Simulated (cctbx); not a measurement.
# Diagnosing a refinement

Cell a = 3.7030 Å, b = 11.6760 Å, c = 12.0820 Å, α = 90.00°, β = 90.00°, γ = 90.00°; space group Cmcm (no. 63).

The data are simulated with cctbx, not measured: Mo Kα, λ = 0.71073 Å, to d = 0.77 Å, 95 % of the full sphere, strongest reflection 20000 counts, noise from counting, a 4 % proportional error and a noise floor of 8 counts (s.d.); no absorption, and some extinction, which the refinements don't model.

An anisotropic refinement with weights 1/σ² prints:

```text
Rint 0.033, 362 unique reflections to 0.77 A
cycle     R1     wR2    GooF  max shift (A)
   1  0.0347  0.0858   3.484   0.00204
   2  0.0215  0.0533   2.163   0.00001
final R1 0.0215 wR2 0.0533 GooF 2.163  parameters 24  data/parameter 15.1
atom        x        y        z      Ueq    occ   su(xyz)  su(Uiso or U11)
Ir1    0.00000  0.12560  0.93378   0.0045  1.000  0.00003  0.0002
S1     0.00000  0.38245  0.75000   0.0038  1.000  0.00025  0.0014
S2     0.00000  0.23061  0.09663   0.0128  1.000  0.00023  0.0012
S3     0.00000  0.06053  0.75000   0.0099  1.000  0.00029  0.0016
Ca1    0.50000  0.00000  0.00000   0.0203  1.000  0.00000  0.0016
difference map: max 2.55 min -2.90 rms 0.42
Q1    0.0838  0.3890  0.7500    8    2.58  0.32 A from S1
Q2    0.2164  0.0160  0.5358   16    0.84  1.15 A from Ca1
Q3    0.0950  0.4380  0.0683   16    0.78  1.15 A from Ca1
Q4    0.0000  0.3784  0.6269    8    0.73  1.49 A from S1
Q5    0.0000  0.3609  0.2500    4    0.69  2.07 A from S3
Q6    0.0000  0.0646  0.6902    8    0.69  0.72 A from S3
```

**Question.** Can this result stand? If not, what is the likely fault?

Mend it. The fault: elements exchanged: Ca1 is S and S1 is Ca. Against the right model at the same level, R1 goes from 0.0129 to 0.0215 and GooF from 1.11 to 2.16, U of S1 shrinks from 0.0129 to 0.0038 Å², U of Ca1 swells from 0.0106 to 0.0203 Å² and the top difference peak, 2.6 e/Å³, lies on S1. Ca1 has 4 electrons too many and its U swells to shed them, as expected; S1 has 4 electrons too few and its U shrinks to make up, as expected.

The compound is CaIr2S4. The right model at the same level gives:

```text
Rint 0.033, 362 unique reflections to 0.77 A
cycle     R1     wR2    GooF  max shift (A)
   1  0.0163  0.0351   1.424   0.00149
   2  0.0129  0.0272   1.107   0.00000
final R1 0.0129 wR2 0.0272 GooF 1.107  parameters 24  data/parameter 15.1
atom        x        y        z      Ueq    occ   su(xyz)  su(Uiso or U11)
Ir1    0.00000  0.12561  0.93380   0.0048  1.000  0.00002  0.0001
Ca1    0.00000  0.38241  0.75000   0.0129  1.000  0.00012  0.0008
S1     0.00000  0.23060  0.09671   0.0130  1.000  0.00012  0.0006
S2     0.00000  0.06058  0.75000   0.0105  1.000  0.00015  0.0008
S3     0.50000  0.00000  0.00000   0.0106  1.000  0.00000  0.0008
difference map: max 0.83 min -2.02 rms 0.27
Q1    0.0000  0.3618  0.2500    4    0.84  2.06 A from S2
Q2    0.1832  0.2801  0.0795   16    0.71  0.92 A from S1
Q3    0.0000  0.4390  0.2500    4    0.71  1.85 A from S2
Q4    0.1164  0.0426  0.5539   16    0.64  1.07 A from Ir1
Q5    0.1896  0.1324  0.0309   16    0.62  1.37 A from Ir1
Q6    0.0000  0.1068  0.0720    8    0.62  1.48 A from S1
```

The model was made for the exercise: a known structure type with other elements put in, its volume estimated, not relaxed; displacement parameters are assumed.

[Middle refinement cycles are left out of these outputs.]

[Logs are printed without paths, hosts, clocks, repeated set-up lines and the standing remarks that a program may print on its own settings, such as how far it seeks lower states.]
